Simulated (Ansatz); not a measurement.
# W2COS MXene monolayer in a perpendicular field

Aim: how the W2COS MXene monolayer screens a field along its normal, and what the field does to its bands. A positive field points along +c.

Calculated with Ansatz 0.2.0; plane-wave DFT, PBE-D3(BJ), Ansatz PAW (set soft_1); PAW set soft_1.

This is a report of a sequence of runs, with most program output left out.

## (1) The starting structure

The cell holds 5 atoms: 1 S, 2 W, 1 C and 1 O. Its edges and angles: a = 3.125 Å, b = 3.125 Å, c = 41.617 Å, α = 90.0°, β = 90.0°, γ = 120.0°. Vacuum lies along c.

## (2) Relaxation

The starting cell is a guess, so the in-plane lattice and the atoms are relaxed first, with the slab cut off from its images along the normal.

Input file input.yaml:

```yaml
crystal:
  lattice:
    - [3.125408, 0.0, 0.0]
    - [-1.562704, 2.7066827252, 0.0]
    - [0.0, 0.0, 41.6172382408]
  atoms:
    - { symbol: S, position: [0.3333333333, 0.6666666667, 0.4361173583] }
    - { symbol: W, position: [0.6666666667, 0.3333333333, 0.477971162] }
    - { symbol: C, position: [0.0, 0.0, 0.5076031794] }
    - { symbol: W, position: [0.3333333333, 0.6666666667, 0.5372351969] }
    - { symbol: O, position: [0.6666666667, 0.3333333333, 0.5638826417] }
  periodic: [true, true, false]
kpoints:
  mp_grid: { grid: [12, 12, 1] }
hamiltonian:
  xc: pbe
  dispersion: d3bj
  pseudopotentials: { kind: paw, azcp: { folder: soft_1 } }
scf:
  occupations: { method: fermi_dirac, width: 0.05 }
  convergence: { dr2_threshold: 1.0e-09 }
relax:
  f_tol: 0.004
  max_steps: 90
  cell: {}
output:
  write_potential: true
  write_density: true
  volumetric_format: npy
```

The run is started by

```bash
$ ansatz run input.yaml --threads 2 --pin off --max-ram 3072MiB --backend cpu --events-out ev --progress --plain --runs-dir out
```

The job ended after 93 s (2 threads of Arm Neoverse V2, shared host; peak memory 0.61 GiB).

Relaxation path:

```tsv
step	energy less that of the first step (eV)	largest force component (eV/Å)	volume (Å³)
1	0.0000	1.9684	352.06
2	-0.3710	0.4706	350.48
3	-0.3970	0.4273	361.42
4	-0.4009	0.3777	360.36
5	-0.4062	0.1312	359.52
6	-0.4066	0.0159	359.75
7	-0.4066	0.0029	359.73
8*	-0.4088	0.0029	359.73
9	-0.4087	0.0013	359.86
10*	-0.4088	0.0012	359.86
```

Relaxation steps marked * repeat the geometry before them on a plane-wave basis chosen anew for their cell, so energy and pressure can jump there.

The run keeps the 6 symmetry operations that it works with, so distortions that break them were not tested.

```tsv
cell as run	before	after	change
a (Å)	3.125	3.160	+1.1 %
b (Å)	3.125	3.160	+1.1 %
```

The atoms that moved most (Å, along periodic axes as changes of fractional coordinates times the final cell, across vacuum about the mean position):

```tsv
atom	dx	dy	dz	length
S1	0.000	0.000	0.205	0.205
W4	0.000	0.000	-0.162	0.162
O5	0.000	0.000	-0.158	0.158
W2	0.000	0.000	0.115	0.115
```

The relaxed structure:

```xyz
5
Lattice="3.1598 0.0000 0.0000 -1.5799 2.7365 0.0000 0.0000 0.0000 41.6172" Properties=species:S:1:pos:R:3
S     0.0000    1.8243   18.3548
W     1.5799    0.9122   20.0070
C     0.0000    0.0000   21.1251
W     0.0000    1.8243   22.1963
O     1.5799    0.9122   23.3091
```

This step gave:

```
energy at zero smearing : -22494.0251 eV
```

The lattice constant a goes from 3.125 to 3.160 Å.

## (3) Single point, field 0

A sawtooth potential applies the field, turning back in the middle of the vacuum. With the dipole correction the typed value is the field outside the slab. The induced dipole is small, so the SCF threshold is tight.

The cell differs from the one that the last finished run ended in (c 41.617 → 22.954 Å).

Input file input.yaml:

```yaml
crystal:
  lattice:
    - [3.159816769, 0.0, 0.0]
    - [-1.5799083845, 2.7364815932, 0.0]
    - [0.0, 0.0, 22.9542336413]
  atoms:
    - { symbol: S, position: [0.3333333333, 0.6666666667, 0.392084534] }
    - { symbol: W, position: [0.6666666667, 0.3333333333, 0.4640597592] }
    - { symbol: C, position: [0.0, 0.0, 0.5127729403] }
    - { symbol: W, position: [0.3333333333, 0.6666666667, 0.5594398735] }
    - { symbol: O, position: [0.6666666667, 0.3333333333, 0.607915466] }
kpoints:
  mp_grid: { grid: [18, 18, 1] }
  band_path:
    path: [[0, 0, 0], [0.5, 0, 0], [0.33333333, 0.33333333, 0], [0, 0, 0]]
    npoints: 16
hamiltonian:
  xc: pbe
  dispersion: d3bj
  pseudopotentials: { kind: paw, azcp: { folder: soft_1 } }
scf:
  occupations: { method: fermi_dirac, width: 0.02585 }
  convergence: { dr2_threshold: 1.0e-10 }
efield:
  axis: 3
  dipole_correction: true
  ramp_position: 0.97
  ramp_width: 0.06
  amplitude: 0
output:
  dos: { projected: true, e_range: [-6, 5] }
  write_potential: true
  write_density: true
  volumetric_format: npy
  elf: true
```

It took 17 s on 2 threads; peak memory 0.53 GiB; 34 s of CPU time.

This step gave:

```yaml
energy_at_zero_smearing: -22494.0186 eV
work_function_upper_face: 5.752 eV
work_function_lower_face: 4.911 eV
dipole_along_the_normal: -0.04019 e·Å
step_between_the_vacuum_levels: 0.8409 eV
```

Running mean over a fixed 2.7 Å (it still follows the layers) of the planar mean; the ramp of the sawtooth is left out. Electron's electrostatic potential energy less the Fermi level against z:

```tsv
z (Å)	electron's electrostatic potential energy less the Fermi level (eV)
4	4.91
5	4.91
6	4.88
7	4.10
8	-0.511
9	-5.68
10	-11.4
11	-13.0
12	-14.4
13	-12.1
14	-5.54
15	1.92
16	5.54
17	5.75
18	5.75
19	5.75
```

The density of states has structure finer than the step of the table below, so its rows give means over 0.2 eV, whole bins alone (the curve runs from -6 to 1.58 eV). Peaks (eV: height): -5.61: 11.3, -4.98: 9.15, -4.79: 11.5, -4.15: 5.42, -3.41: 7.91, 0.73: 5.32, 1.42: 20.8.

Density of states against energy, zero at the Fermi level; means over each step:

```tsv
energy (eV)	density of states (states/eV a cell)
-5.8	1.91
-5.6	5.71
-5.4	1.98
-5.2	1.85
-5.0	5.37
-4.8	6.84
-4.6	4.40
-4.4	3.01
-4.2	2.85
-4.0	1.46
-3.8	1.62
-3.6	2.36
-3.4	4.09
-3.2	3.42
-3.0	3.46
-2.8	1.68
-2.6	1.96
-2.4	1.91
-2.2	2.20
-2.0	1.57
-1.8	1.24
-1.6	0.930
-1.4	0.810
-1.2	1.96
-1.0	2.08
-0.8	1.50
-0.6	1.68
-0.4	1.32
-0.2	1.41
0.0	1.61
0.2	1.76
0.4	2.07
0.6	3.56
0.8	3.79
1.0	1.56
1.2	2.12
1.4	5.99
```

Projected DOS per atom over height of the atomic layer and energy from the Fermi level. Layers: S W C W O from below.

Values in states/eV, 22 rows by 5 columns, each cell a mean:
```
0.29 1.54 0.36 1.65 0.25
0.05 0.57 0.19 0.91 0.12
0.13 1.16 0.19 2.00 0.13
0.16 0.72 0.14 1.17 0.11
0.16 0.57 0.10 0.68 0.12
0.16 0.45 0.09 0.53 0.12
0.22 0.48 0.10 0.54 0.15
0.45 0.44 0.15 0.58 0.24
0.34 0.26 0.12 0.41 0.18
0.25 0.24 0.09 0.26 0.17
0.41 0.46 0.13 0.36 0.30
0.60 0.47 0.15 0.30 0.32
0.70 0.52 0.12 0.25 0.29
1.13 0.77 0.25 0.34 0.81
1.85 0.60 0.35 0.17 0.66
0.69 0.32 0.17 0.13 0.46
0.62 0.47 0.17 0.25 0.57
0.82 0.73 0.27 0.41 0.99
1.02 1.01 0.47 0.80 2.86
0.42 0.43 0.23 0.50 1.49
1.09 0.88 0.53 0.50 0.62
0.45 0.46 0.41 0.34 0.38
```
Columns: height of the atomic layer (Å) from 9 to 14.0 (not evenly spaced); rows upwards: energy from the Fermi level (eV) from -5.96 to 1.6.

Electronic bands along the path, in eV, zero at the Fermi level:

```tsv
point	band 19	band 20	band 21	band 22	band 23	band 24	band 25	band 26
Γ	-2.61	-2.61	-1.27	-1.27	-1.09	0.63	0.63	1.13
halfway	-3.02	-2.80	-2.73	-0.64	0.11	0.86	1.72	1.76
M	-3.39	-2.89	-2.47	0.46	0.60	1.41	1.63	1.94
halfway	-4.11	-3.61	-1.81	0.04	0.30	1.45	1.85	2.32
K	-4.56	-4.40	-0.89	-0.66	-0.32	1.41	1.96	2.23
halfway	-3.50	-3.10	-1.87	-1.36	0.73	1.28	1.67	1.78
Γ	-2.61	-2.61	-1.27	-1.27	-1.09	0.63	0.63	1.13
```

ELF in the ca plane at fractional y = 0.333, with atoms of W and O within 0.2 Å of it. It is the smooth field of the valence electrons, not physical close to the nuclei.

Ten even steps from '0' (0.00) to '9' (0.85), each cell a mean:
```
00000012456534653343125887520000000000000000
00000000012247676222158899841000000000000000
00000000011257247321268579852000000000000000
00000000123247776232148899741000000000000000
00000013566533543443225787420000000000000000
00000246888852235653321221000000000000000000
00000258999863346753332100000000000000000000
00000146888752224653221232100000000000000000
```
Columns run along c (16.0 Å, from fractional 0.24 to 0.93 of the cell), rows up along a (3.2 Å). Atoms in or near the plane, at fractional coordinates: W at (0.46, 0.67), O at (0.61, 0.67).

Electrostatic potential energy in the ca plane at fractional y = 0.333, with atoms of W and O within 0.2 Å of it. With pseudopotentials it is smooth inside the atoms' cores, unlike the true potential.

Ten even steps from '0' (-41 eV) to '9' (7 eV), each cell a mean:
```
99999999999999998863124787777779999999999999
99999999999999999740001588884116999999999999
99999999999999999720000478882004999999999999
99999999999999999740001688885126999999999999
99999999999999988874235787777789999999999999
99999999999999877887777776556899999999999999
99999999999999876788888775446899999999999999
99999999999999887887777776557899999999999999
```
Columns run along c (16.0 Å, from fractional 0.14 to 0.84 of the cell; values clipped at the 3rd and 97th percentile), rows up along a (3.2 Å). Atoms in or near the plane, at fractional coordinates: W at (0.46, 0.67), O at (0.61, 0.67).

Valence density in the ca plane at fractional y = 0.333, with atoms of W and O within 0.2 Å of it. It is the smooth field of the valence electrons, not physical close to the nuclei.

Ten steps, logarithmic in the rise over the least value, from '0' (0.0 e/Å³) to '9' (6.8 e/Å³), each cell a mean:
```
00000000000001233346775443345554200000000000
00000000000000122368997533347886310000000000
00000000000000112369998532358997410000000000
00000000000000123358997533346886310000000000
00000000000001233445665444444553100000000000
00000000000012344443344445554321000000000000
00000000000012344443334455554211000000000000
00000000000002344443444444544321000000000000
```
Columns run along c (16.0 Å, from fractional 0.14 to 0.84 of the cell), rows up along a (3.2 Å). Atoms in or near the plane, at fractional coordinates: W at (0.46, 0.67), O at (0.61, 0.67).

The work function of the upper face is 5.75 eV.

## (4) Atoms held, field 0.1 V/Å

input.yaml: that of step 3 with these lines changed.

```diff
@@ -26,7 +26,6 @@
   dipole_correction: true
-  ramp_position: 0.97
-  ramp_width: 0.06
-  amplitude: 0
+  ramp_position: 0.9286
+  ramp_width: 0.1259
+  amplitude: 0.1
 output:
-  dos: { projected: true, e_range: [-6, 5] }
   write_potential: true
@@ -34,2 +33 @@
   volumetric_format: npy
-  elf: true
```

Elapsed: 17 s, on 2 threads; peak memory 0.51 GiB.

The dipole is -0.00940 e·Å, 0.0308 e·Å from its value without field.

## (5) Atoms held, field -0.1 V/Å

input.yaml: that of step 4 with these lines changed.

```diff
@@ -28,3 +28,3 @@
   ramp_width: 0.1259
-  amplitude: 0.1
+  amplitude: -0.1
 output:
```

Run time: 17 s. Hardware: 2 threads; peak memory 0.51 GiB; 33 s of CPU time.

The dipole is -0.0709 e·Å, -0.0308 e·Å from its value without field.

## (6) Response, atoms held

This step: plane-wave DFT, PBE-D3(BJ), Ansatz PAW (set soft_1); response to a field along the normal, atoms held; PAW set soft_1 (Ansatz 0.2.0).

The dipoles give the slope, and the difference of two potentials shows where the field is screened.

This step gave:

```yaml
equivalent_conductor_thickness_p_eps_0ae: 6.439 Å
distance_between_the_outer_atoms: 4.954 Å
```

Table of dipole of the cell by applied field:

```tsv
applied field (V/Å)	dipole of the cell (e·Å)
-0.1000	-0.0709
0.0000	-0.0402
0.1000	-0.00940
```

Local field over the applied field, running mean. From the potentials at -0.1 and 0.1 V/Å; running mean over 2.5 Å. Table of local field over applied field by z:

z (Å), local field over applied field and a bar:
```
      4.5      0.999 ##############################
      5.0      0.997 ##############################
      5.5      0.991 ##############################
      6.0      0.973 #############################
      6.5      0.926 ############################
      7.0      0.825 #########################
      7.5      0.670 ####################
      8.0      0.491 ##############
      8.5      0.309 #########
      9.0      0.162 ####
      9.5      0.075 ##
     10.0      0.034 #
     10.5      0.017 
     11.0      0.016 
     11.5      0.015 
     12.0      0.019 
     12.5      0.039 #
     13.0      0.094 ##
     13.5      0.194 #####
     14.0      0.343 ##########
     14.5      0.514 ###############
     15.0      0.686 ####################
     15.5      0.833 #########################
     16.0      0.932 ############################
     16.5      0.978 #############################
     17.0      0.993 ##############################
     17.5      0.998 ##############################
     18.0      0.999 ##############################
     18.5      1.000 ##############################
```

Electrons, planar mean, per unit field. Induced electron density against z:

```tsv
z (Å)	induced electron density (e/Å³ per V/Å)
4.5	3.6e-6
5.0	1.2e-5
5.5	3.9e-5
6.0	1.2e-4
6.5	3.6e-4
7.0	9.7e-4
7.5	0.00230
8.0	0.00367
8.5	0.00220
9.0	0.00115
9.5	3.3e-4
10.0	-8.8e-4
10.5	5.8e-4
11.0	1.6e-4
11.5	2.4e-4
12.0	-3.5e-4
12.5	-2.8e-4
13.0	-4.4e-4
13.5	-9.5e-4
14.0	-0.00181
14.5	-0.00357
15.0	-0.00243
15.5	-9.2e-4
16.0	-3.0e-4
16.5	-8.8e-5
17.0	-2.5e-5
17.5	-6.9e-6
18.0	-1.9e-6
18.5	-5.6e-7
```

By hand: between -0.1 and 0.1 V/Å the dipole changes by 0.06154 e·Å, a slope of 0.3077 e·Å²/V. A perfect conductor of thickness t has p = ε₀AEt, so t = 180.95 × 0.3077 / 8.647 = 6.44 Å (e/ε₀ = 180.95 V·Å, A in Å²).

The induced dipole is that of a conductor 6.44 Å thick.

## (7) Summary of results

| Item | Value |
| --- | --- |
| gap without field | none |
| work function, upper face | 5.75 eV |
| step between the vacuum levels | 0.841 eV |
| equivalent conductor thickness, atoms held | 6.44 Å |

The induced dipole equals that of a perfect conductor 6.44 Å thick, while the outer atoms lie 4.95 Å apart. The two faces differ: the vacuum level above lies 0.84 eV higher than the one below. There is no gap over 0.03 eV, with or without the field. The main runs have no spin polarisation; a magnetic state could lie lower and would change these results. Spin-orbit coupling is left out, which matters for the bands of elements this heavy. The MXene's terminations sit over the metal atoms of its far layer; the site over carbon or nitrogen, which some compounds prefer, was not run.

[Logs are printed without paths, hosts, clocks, repeated set-up lines and the standing remarks that a program may print on its own settings, such as how far it seeks lower states.]

[Hosts, paths, dates, database ids (printed as entryN), source tags and the programs' standing remarks are cut or masked in the printed files.]

[Maps of the electrostatic potential energy from Ansatz leave out the sawtooth potential of an applied field or a dipole correction, so their vacuum need not be flat; planar profiles and work functions include it.]

[The density of states shown here was stored with 400 of the rows of the run's finer table, so its peaks can read low, often by over a quarter, or be missed, and its means over a window can be off by a tenth or more.]
